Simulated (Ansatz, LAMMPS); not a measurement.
# An extra electron or hole in amorphous 41Ga2O3-59SiO2 (mol %) (111 atoms)

Does an extra electron or hole in amorphous 41Ga2O3-59SiO2 (mol %) (111 atoms) stay spread out, or do the atoms trap it?

Method: Kohn-Sham DFT, PBE, PAW (set soft_1), plane waves; PAW set soft_1, in Ansatz 0.2.0.

**1. The starting structure**

The cell holds 111 atoms: 24 Ga, 17 Si and 70 O. Its edges and angles: a = 10.983 Å, b = 10.983 Å, c = 10.983 Å, α = 90.0°, β = 90.0°, γ = 90.0°. 111 atoms (24 Fe, 17 Si, 70 O) placed at random at 3.3 g/cm³, melted at 5000 K for 10 ps at fixed volume with the Morse and Coulomb pair potential with partial charges (Pedone, Malavasi, Menziani, Cormack and Segre, J. Phys. Chem. B 110, 11780 (2006)). Quenched from 5000 K to 300 K at 50 K/ps and fixed volume, held 10 ps at zero pressure, then minimised at fixed cell. Then Fe was replaced by Ga and the cell scaled by 1.005 (the potential has no terms for the new elements, so the cell is a start for a DFT relaxation).

Limits known from the start: The quench rate of 50 K/ps far exceeds what a furnace or splat quench reaches, so expect more defects and frozen-in strain than in a real sample. The network of bonds at the start is that of the classical potential that made the cell, and needn't be the one that DFT or experiment would give. Sampling is at Γ alone, for a cell whose shortest periodic width is 11 Å.

**2. Single point at the start**

The forces at the start show how far the geometry lies from a minimum of this functional.

Input file input.yaml:

```yaml
crystal:
  lattice:
    - [10.98262, 0.0, 0.0]
    - [0.0, 10.98262, 0.0]
    - [0.0, 0.0, 10.98262]
  atoms:
    - { symbol: Ga, position: [0.67045, 0.85298, 0.33815] }
    - { symbol: Ga, position: [0.25804, 0.84117, 0.75217] }
    - { symbol: Ga, position: [0.55814, 0.2352, 0.05067] }
    - { symbol: Ga, position: [0.41723, 0.96574, 0.01826] }
    - { symbol: Ga, position: [0.3482, 0.78187, 0.30719] }
    - { symbol: Ga, position: [0.47968, 0.54404, 0.25941] }
    - { symbol: Ga, position: [0.26638, 0.72023, 0.99455] }
    - { symbol: Ga, position: [0.3996, 0.98982, 0.53843] }
    - { symbol: Ga, position: [0.59915, 0.52168, 0.69355] }
    - { symbol: Ga, position: [0.0538, 0.66853, 0.73892] }
    - { symbol: Ga, position: [0.51098, 0.75818, 0.57174] }
    - { symbol: Ga, position: [0.87986, 0.78591, 0.09069] }
    - { symbol: Ga, position: [0.86033, 0.23606, 0.93051] }
    - { symbol: Ga, position: [0.58808, 0.75669, 0.09921] }
    - { symbol: Ga, position: [0.9755, 0.05165, 0.11695] }
    - { symbol: Ga, position: [0.73828, 0.50847, 0.07791] }
    - { symbol: Ga, position: [0.51692, 0.76322, 0.84337] }
    - { symbol: Ga, position: [0.9813, 0.48082, 0.9831] }
    - { symbol: Ga, position: [0.91819, 0.9294, 0.80959] }
    - { symbol: Ga, position: [0.16864, 0.09281, 0.66084] }
    - { symbol: Ga, position: [0.66528, 0.95064, 0.72236] }
    - { symbol: Ga, position: [0.12222, 0.98606, 0.9229] }
    - { symbol: Ga, position: [0.45781, 0.09866, 0.77883] }
    - { symbol: Ga, position: [0.8759, 0.45752, 0.70679] }
    - { symbol: Si, position: [0.26017, 0.44965, 0.08195] }
    - { symbol: Si, position: [0.48534, 0.51149, 0.96353] }
    - { symbol: Si, position: [0.44872, 0.06015, 0.27676] }
    - { symbol: Si, position: [0.71156, 0.58549, 0.43714] }
    - { symbol: Si, position: [0.06914, 0.48305, 0.51956] }
    - { symbol: Si, position: [0.10569, 0.79879, 0.23329] }
    - { symbol: Si, position: [0.88599, 0.97134, 0.51453] }
    - { symbol: Si, position: [0.35613, 0.23592, 0.50432] }
    - { symbol: Si, position: [0.7648, 0.69651, 0.825] }
    - { symbol: Si, position: [0.71143, 0.99967, 0.00871] }
    - { symbol: Si, position: [0.35309, 0.51544, 0.503] }
    - { symbol: Si, position: [0.15674, 0.22941, 0.95491] }
    - { symbol: Si, position: [0.83272, 0.3102, 0.21361] }
    - { symbol: Si, position: [0.88738, 0.24721, 0.49252] }
    - { symbol: Si, position: [0.6917, 0.24838, 0.68959] }
    - { symbol: Si, position: [0.13639, 0.84565, 0.50406] }
    - { symbol: Si, position: [0.95496, 0.56495, 0.28211] }
    - { symbol: O, position: [0.05409, 0.50825, 0.37469] }
    - { symbol: O, position: [0.82118, 0.96316, 0.09969] }
    - { symbol: O, position: [0.27095, 0.90922, 0.93493] }
    - { symbol: O, position: [0.12914, 0.51001, 0.08451] }
    - { symbol: O, position: [0.38896, 0.83153, 0.46602] }
    - { symbol: O, position: [0.43703, 0.12734, 0.94781] }
    - { symbol: O, position: [0.52281, 0.93578, 0.84172] }
    - { symbol: O, position: [0.89416, 0.75141, 0.78946] }
    - { symbol: O, position: [0.38241, 0.1244, 0.39895] }
    - { symbol: O, position: [0.75902, 0.55789, 0.79328] }
    - { symbol: O, position: [0.40485, 0.76387, 0.71682] }
    - { symbol: O, position: [0.61918, 0.5195, 0.34874] }
    - { symbol: O, position: [0.7314, 0.51812, 0.5648] }
    - { symbol: O, position: [0.86415, 0.28186, 0.35321] }
    - { symbol: O, position: [0.7019, 0.14308, 0.99188] }
    - { symbol: O, position: [0.83925, 0.59552, 0.36728] }
    - { symbol: O, position: [0.60131, 0.35517, 0.70845] }
    - { symbol: O, position: [0.99079, 0.57861, 0.59647] }
    - { symbol: O, position: [0.75636, 0.93823, 0.88226] }
    - { symbol: O, position: [0.64985, 0.72025, 0.46078] }
    - { symbol: O, position: [0.00625, 0.51392, 0.81573] }
    - { symbol: O, position: [0.99828, 0.6961, 0.22416] }
    - { symbol: O, position: [0.65896, 0.75117, 0.7235] }
    - { symbol: O, position: [0.21165, 0.49935, 0.5537] }
    - { symbol: O, position: [0.55577, 0.93544, 0.59357] }
    - { symbol: O, position: [0.325, 0.9984, 0.7075] }
    - { symbol: O, position: [0.0864, 0.9479, 0.753] }
    - { symbol: O, position: [0.34242, 0.5443, 0.99093] }
    - { symbol: O, position: [0.82927, 0.9629, 0.65093] }
    - { symbol: O, position: [0.94501, 0.11254, 0.51348] }
    - { symbol: O, position: [0.99284, 0.87277, 0.50812] }
    - { symbol: O, position: [0.36287, 0.96193, 0.20277] }
    - { symbol: O, position: [0.51973, 0.57938, 0.84309] }
    - { symbol: O, position: [0.24907, 0.3227, 0.01382] }
    - { symbol: O, position: [0.20133, 0.97431, 0.52032] }
    - { symbol: O, position: [0.75414, 0.23899, 0.55627] }
    - { symbol: O, position: [0.35325, 0.59888, 0.38362] }
    [... 27 atom lines left out ...]
    - { symbol: O, position: [0.73484, 0.75608, 0.19575] }
    - { symbol: O, position: [0.90008, 0.20832, 0.13683] }
    - { symbol: O, position: [0.49477, 0.72888, 0.24127] }
    - { symbol: O, position: [0.82232, 0.28834, 0.75951] }
    - { symbol: O, position: [0.46761, 0.57114, 0.58098] }
    - { symbol: O, position: [0.59337, 0.93994, 0.07061] }
kpoints:
  mp_grid: { grid: [1, 1, 1] }
hamiltonian:
  xc: pbe
  pseudopotentials: { kind: paw, azcp: { folder: soft_1 } }
scf:
  occupations: { method: fixed }
output:
  forces: true
```

Launch:

```bash
> ansatz run input.yaml --threads 4 --pin off --max-ram 8192MiB --backend cpu --events-out ev --progress --plain --runs-dir out
```

Output:

```text
[...]
Pseudopotentials: kind: paw
Pseudopotential: Ga, paw, valence charge 13, recommended cutoff 420 eV (normal), soft_1/Ga.paw.azcp
Pseudopotential: Si, paw, valence charge 4, recommended cutoff 420 eV (normal), soft_1/Si.paw.azcp
Pseudopotential: O, paw, valence charge 6, recommended cutoff 420 eV (normal), soft_1/O.paw.azcp
[... 5 lines on functional and potentials left out ...]
Crystal: 111 atoms, lattice volume = 1324.701 Å³
Basis set: ecut = 420 eV, 25725 PW (Γ), exchange–correlation on 150×150×150 points (8 copies of the dense FFT grid, shifted against one another)
Bands: 511, of which v1, the nominal top of the filled ones, is band 400 counted from 1 (399 counted from 0)
Symmetry: 1 space group operations
Space group: P1 (ITA 1), of the structure as read, at distance tolerance 1.1e-4 Å
k-points: 1
[... 7 lines on functional and potentials left out ...]
Initial density: superposition of atomic densities (chi_scale 0.1, normalization cell, long waves 59 % of neutral atoms (reshape's long-wave potential 1.59 eV rms, cloud 1.88 Å wide))
Initial wavefunctions: pseudopotential atomic-orbital guess
[...]
SCF iter   1: F=—  HF=-141420.689764 eV  |F-HF|=—  |Δ(HF+E_count)|=         —  Δρ=1.23e-1  dr2=1.41e2  ethr=3.10e-3  ⟨swp⟩=5.0  Hψ=1667  notcnv=0  defer=109
preconditioner: auto → Resta (q_TF=auto, 2.508 Å⁻¹)  ε∞=3.4  [insulator: Δε(μ)=2.606 eV  Ē_g=18.533 eV  n_scr=364 (ndim 8)  ℏωp=28.9 eV  f_vac=0.092  ε∞_Penn≈3.4]
[...]
SCF iter  13: F=—  HF=-141374.878169 eV  |F-HF|=—  |Δ(HF+E_count)|=   2.77e-7  Δρ=3.15e-6  dr2=1.31e-7  ethr=1.08e-10  ⟨swp⟩=2.0  Hψ=805  notcnv=0  defer=102
SCF iter  14: F=-141374.878169 eV  HF=-141374.878169 eV  |F-HF|=1.18e-8  |Δ(HF+E_count)|=  4.37e-10  Δρ=1.66e-6  dr2=3.25e-8  ethr=1.25e-11  ⟨swp⟩=4.0  Hψ=1453  notcnv=0
SCF 1 converged in 14 iterations: F = -141374.878169 eV  dr2 = 3.25e-8
[...]
SCF converged after 14 iterations
Free energy (F): -141374.878169 eV
Harris-Foulkes:  -141374.878169 eV  (|F-HF|=1.18e-8)
Internal energy: -141374.878169 eV  (E = F + TS)
E sigma→0 (E₀):  -141374.878169 eV
Fermi energy:    5.933442 eV
--- Per-component energies (eV) ---
[...]
Σ components = -141374.878169   (vs F -141374.878169, Δ=0.00e0)
--- Forces (eV/Å), atoms counted from 1 ---
  atom   1  Ga     0.51720083     0.68147135     0.42049898
  atom   2  Ga     0.34370817    -0.14059526    -0.08018197
  atom   3  Ga    -0.27853264    -0.89033056     0.22902154
  atom   4  Ga     0.61069774     0.38528367    -0.15830834
[...]
atom 111  O     -1.53639110    -0.94566025     0.70476402
  max |Σ_I F_I| component: 2.02e-5 eV/Å
```

Run time: 15 s. Hardware: 4 threads of Intel Xeon Platinum 8488C (Sapphire Rapids), shared host; peak memory 2 GiB; 55 s of CPU time.

The r.m.s. force at the start is 0.89 eV/Å.

**3. Relaxation**

With the cell held, the atoms are moved downhill towards a nearby minimum.

Input file input.yaml:

```yaml
crystal:
  lattice:
    - [10.98262, 0.0, 0.0]
    - [0.0, 10.98262, 0.0]
    - [0.0, 0.0, 10.98262]
  atoms:
    [... the 111 atom lines of step 2 ...]
kpoints:
  mp_grid: { grid: [1, 1, 1] }
hamiltonian:
  xc: pbe
  pseudopotentials: { kind: paw, azcp: { folder: soft_1 } }
scf:
  occupations: { method: fixed }
output:
  forces: true
relax:
  f_tol: 0.05
  max_steps: 120
```

Output:

```text
[...]
Crystal: 111 atoms, lattice volume = 1324.701 Å³
Basis set: ecut = 420 eV, 25725 PW (Γ), exchange–correlation on 150×150×150 points (8 copies of the dense FFT grid, shifted against one another)
Bands: 511, of which v1, the nominal top of the filled ones, is band 400 counted from 1 (399 counted from 0)
Symmetry: 1 space group operations
[...]
k-points: 1
[...]
SCF iter   1: F=—  HF=-141420.689763 eV  |F-HF|=—  |Δ(HF+E_count)|=         —  Δρ=1.23e-1  dr2=1.41e2  ethr=3.10e-3  ⟨swp⟩=5.0  Hψ=1667  notcnv=0  defer=109
[...]
SCF iter  10: F=-141374.878166 eV  HF=-141374.878172 eV  |F-HF|=6.70e-6  |Δ(HF+E_count)|=   5.69e-5  Δρ=2.41e-5  dr2=1.16e-5  ethr=7.81e-9  ⟨swp⟩=2.0  Hψ=1716  notcnv=0
SCF 1 converged in 10 iterations: F = -141374.878166 eV  dr2 = 1.16e-5
[...]
relax step   1: F+E_penalty+E_count = -141374.87816571 eV  Δ(F+E_penalty+E_count) = +0.000e0 eV  max|allowed force component| = 3.356e0 eV/Å  Δτ_max = 0.0000 Å  (10 SCF iters, dr2 threshold 6.25e-5 eV, accepted)
[...]
relax step   2: F+E_penalty+E_count = -141377.82896934 eV  Δ(F+E_penalty+E_count) = -2.951e0 eV  max|allowed force component| = 1.675e0 eV/Å  Δτ_max = 0.1094 Å  (7 SCF iters, dr2 threshold 1.00e-4 eV, accepted)
[...]
relax step   3: F+E_penalty+E_count = -141379.40438156 eV  Δ(F+E_penalty+E_count) = -1.575e0 eV  max|allowed force component| = 5.768e-1 eV/Å  Δτ_max = 0.1227 Å  (7 SCF iters, dr2 threshold 1.00e-4 eV, accepted)
relax step   4: F+E_penalty+E_count = -141380.14274599 eV  Δ(F+E_penalty+E_count) = -7.384e-1 eV  max|allowed force component| = 3.646e-1 eV/Å  Δτ_max = 0.2000 Å  (8 SCF iters, dr2 threshold 3.95e-5 eV, accepted)
relax step   5: F+E_penalty+E_count = -141380.40664997 eV  Δ(F+E_penalty+E_count) = -2.639e-1 eV  max|allowed force component| = 5.514e-1 eV/Å  Δτ_max = 0.1949 Å  (8 SCF iters, dr2 threshold 1.58e-5 eV, accepted)
relax step   6: F+E_penalty+E_count = -141380.73715295 eV  Δ(F+E_penalty+E_count) = -3.305e-1 eV  max|allowed force component| = 2.303e-1 eV/Å  Δτ_max = 0.2000 Å  (7 SCF iters, dr2 threshold 1.00e-4 eV, accepted)
relax step   7: F+E_penalty+E_count = -141380.89374587 eV  Δ(F+E_penalty+E_count) = -1.566e-1 eV  max|allowed force component| = 4.392e-1 eV/Å  Δτ_max = 0.1958 Å  (8 SCF iters, dr2 threshold 9.25e-6 eV, accepted)
relax step   8: F+E_penalty+E_count = -141381.17775601 eV  Δ(F+E_penalty+E_count) = -2.840e-1 eV  max|allowed force component| = 4.274e-1 eV/Å  Δτ_max = 0.2000 Å  (7 SCF iters, dr2 threshold 3.36e-5 eV, accepted)
relax step   9: F+E_penalty+E_count = -141381.26507793 eV  Δ(F+E_penalty+E_count) = -8.732e-2 eV  max|allowed force component| = 6.118e-1 eV/Å  Δτ_max = 0.2000 Å  (7 SCF iters, dr2 threshold 1.00e-4 eV, accepted)
relax step  10: F+E_penalty+E_count = -141381.21164115 eV  Δ(F+E_penalty+E_count) = +5.344e-2 eV  max|allowed force component| = 7.183e-1 eV/Å  Δτ_max = 0.2000 Å  (7 SCF iters, dr2 threshold 1.00e-4 eV, rejected (line search))
relax step  11: F+E_penalty+E_count = -141381.30391609 eV  Δ(F+E_penalty+E_count) = -3.884e-2 eV  max|allowed force component| = 2.628e-1 eV/Å  Δτ_max = 0.1000 Å  (11 SCF iters, accepted)
relax step  12: F+E_penalty+E_count = -141381.34782075 eV  Δ(F+E_penalty+E_count) = -4.390e-2 eV  max|allowed force component| = 1.444e-1 eV/Å  Δτ_max = 0.1000 Å  (8 SCF iters, dr2 threshold 1.27e-5 eV, accepted)
relax step  13: F+E_penalty+E_count = -141381.36402690 eV  Δ(F+E_penalty+E_count) = -1.621e-2 eV  max|allowed force component| = 1.969e-1 eV/Å  Δτ_max = 0.0840 Å  (8 SCF iters, dr2 threshold 3.85e-6 eV, accepted)
relax step  14: F+E_penalty+E_count = -141381.39934583 eV  Δ(F+E_penalty+E_count) = -3.532e-2 eV  max|allowed force component| = 3.210e-1 eV/Å  Δτ_max = 0.0879 Å  (8 SCF iters, dr2 threshold 1.17e-5 eV, accepted)
relax step  15: F+E_penalty+E_count = -141381.42508765 eV  Δ(F+E_penalty+E_count) = -2.574e-2 eV  max|allowed force component| = 4.588e-1 eV/Å  Δτ_max = 0.1962 Å  (7 SCF iters, dr2 threshold 1.00e-4 eV, accepted)
relax step  16: F+E_penalty+E_count = -141381.56736396 eV  Δ(F+E_penalty+E_count) = -1.423e-1 eV  max|allowed force component| = 3.992e-1 eV/Å  Δτ_max = 0.2000 Å  (7 SCF iters, dr2 threshold 1.00e-4 eV, accepted)
relax step  17: F+E_penalty+E_count = -141381.72027589 eV  Δ(F+E_penalty+E_count) = -1.529e-1 eV  max|allowed force component| = 2.604e-1 eV/Å  Δτ_max = 0.2000 Å  (7 SCF iters, dr2 threshold 1.00e-4 eV, accepted)
relax step  18: F+E_penalty+E_count = -141381.76425548 eV  Δ(F+E_penalty+E_count) = -4.398e-2 eV  max|allowed force component| = 8.607e-1 eV/Å  Δτ_max = 0.1951 Å  (7 SCF iters, dr2 threshold 2.89e-5 eV, accepted)
relax step  19: F+E_penalty+E_count = -141381.89273080 eV  Δ(F+E_penalty+E_count) = -1.285e-1 eV  max|allowed force component| = 2.145e-1 eV/Å  Δτ_max = 0.2000 Å  (7 SCF iters, dr2 threshold 1.00e-4 eV, accepted)
relax step  20: F+E_penalty+E_count = -141381.95908475 eV  Δ(F+E_penalty+E_count) = -6.635e-2 eV  max|allowed force component| = 2.806e-1 eV/Å  Δτ_max = 0.2000 Å  (9 SCF iters, dr2 threshold 2.88e-6 eV, accepted)
relax step  21: F+E_penalty+E_count = -141382.00523163 eV  Δ(F+E_penalty+E_count) = -4.615e-2 eV  max|allowed force component| = 3.780e-1 eV/Å  Δτ_max = 0.1158 Å  (8 SCF iters, dr2 threshold 4.92e-6 eV, accepted)
relax step  22: F+E_penalty+E_count = -141382.11578777 eV  Δ(F+E_penalty+E_count) = -1.106e-1 eV  max|allowed force component| = 2.115e-1 eV/Å  Δτ_max = 0.2000 Å  (7 SCF iters, dr2 threshold 1.00e-4 eV, accepted)
relax step  23: F+E_penalty+E_count = -141382.15251882 eV  Δ(F+E_penalty+E_count) = -3.673e-2 eV  max|allowed force component| = 1.981e-1 eV/Å  Δτ_max = 0.2000 Å  (7 SCF iters, dr2 threshold 1.40e-5 eV, accepted)
relax step  24: F+E_penalty+E_count = -141382.13992528 eV  Δ(F+E_penalty+E_count) = +1.259e-2 eV  max|allowed force component| = 3.372e-1 eV/Å  Δτ_max = 0.2000 Å  (8 SCF iters, dr2 threshold 1.23e-5 eV, rejected (line search))
relax step  25: F+E_penalty+E_count = -141382.17404933 eV  Δ(F+E_penalty+E_count) = -2.153e-2 eV  max|allowed force component| = 1.331e-1 eV/Å  Δτ_max = 0.0704 Å  (11 SCF iters, accepted)
relax step  26: F+E_penalty+E_count = -141382.18719592 eV  Δ(F+E_penalty+E_count) = -1.315e-2 eV  max|allowed force component| = 6.447e-2 eV/Å  Δτ_max = 0.1000 Å  (7 SCF iters, dr2 threshold 7.98e-6 eV, accepted)
[...]
relax step  27: F+E_penalty+E_count = -141382.19021872 eV  Δ(F+E_penalty+E_count) = -3.023e-3 eV  max|allowed force component| = 4.476e-2 eV/Å  Δτ_max = 0.0212 Å  (8 SCF iters, accepted)
SCF converged after 8 iterations
Free energy (F): -141382.190219 eV
[...]
Internal energy: -141382.190219 eV  (E = F + TS)
E sigma→0 (E₀):  -141382.190219 eV
Fermi energy:    5.500840 eV
[...]
--- Forces (eV/Å), atoms counted from 1 ---
  atom   1  Ga     0.00702054    -0.01089041     0.01257493
  atom   2  Ga     0.00223520    -0.00498202    -0.00241011
  atom   3  Ga    -0.00114909     0.01551147     0.00703770
  atom   4  Ga     0.01316631    -0.01038764     0.00091870
  atom   5  Ga    -0.00830689    -0.02094141     0.00196967
  atom   6  Ga     0.00213485    -0.01570429     0.01021465
  atom   7  Ga    -0.00788343    -0.01898637     0.00288034
  atom   8  Ga     0.00534872     0.01108902     0.01530890
  atom   9  Ga    -0.00578358    -0.00573784    -0.00564564
  atom  10  Ga     0.00079079    -0.00853274    -0.00897483
  atom  11  Ga     0.01608744    -0.02390395     0.00727446
  atom  12  Ga     0.00114116    -0.02918245     0.00858157
  atom  13  Ga    -0.01244472     0.01234242    -0.01609430
  atom  14  Ga    -0.00488485    -0.01233214     0.00200721
[...]
atom 110  O      0.00990589     0.01052587     0.00135902
  atom 111  O      0.00517627     0.01048186     0.00089050
  max |Σ_I F_I| component: 1.51e-4 eV/Å
--- Relaxed structure (27 steps of the walk, 25 accepted, 0 SCFs on fresh bases) ---
  F+E_penalty+E_count = -141382.19021872 eV   max|allowed force component| = 4.476e-2 eV/Å
  atoms:
    - { symbol: Ga, position: [0.691677, 0.877520, 0.335235] }
    - { symbol: Ga, position: [0.237370, 0.844033, 0.712074] }
    - { symbol: Ga, position: [0.531520, 0.225180, 0.013669] }
    - { symbol: Ga, position: [0.439405, 0.960001, -0.015817] }
[...]
- { symbol: O, position: [0.588351, 0.941055, 0.066823] }
```

Elapsed: 4.3 min, on 4 threads; peak memory 2 GiB; 16 min of CPU time.

The relaxation converged after 27 steps, 7.31 eV below its start, with a largest force component of 0.045 eV/Å.

(Continued in part 2 of 4.)

[Long decimals in the printed logs are rounded to 6 places.]

[Logs are printed without paths, hosts, clocks, repeated set-up lines and the standing remarks that a program may print on its own settings, such as how far it seeks lower states.]

[Hosts, paths, dates, database ids (printed as entryN), source tags and the programs' standing remarks are cut or masked in the printed files.]
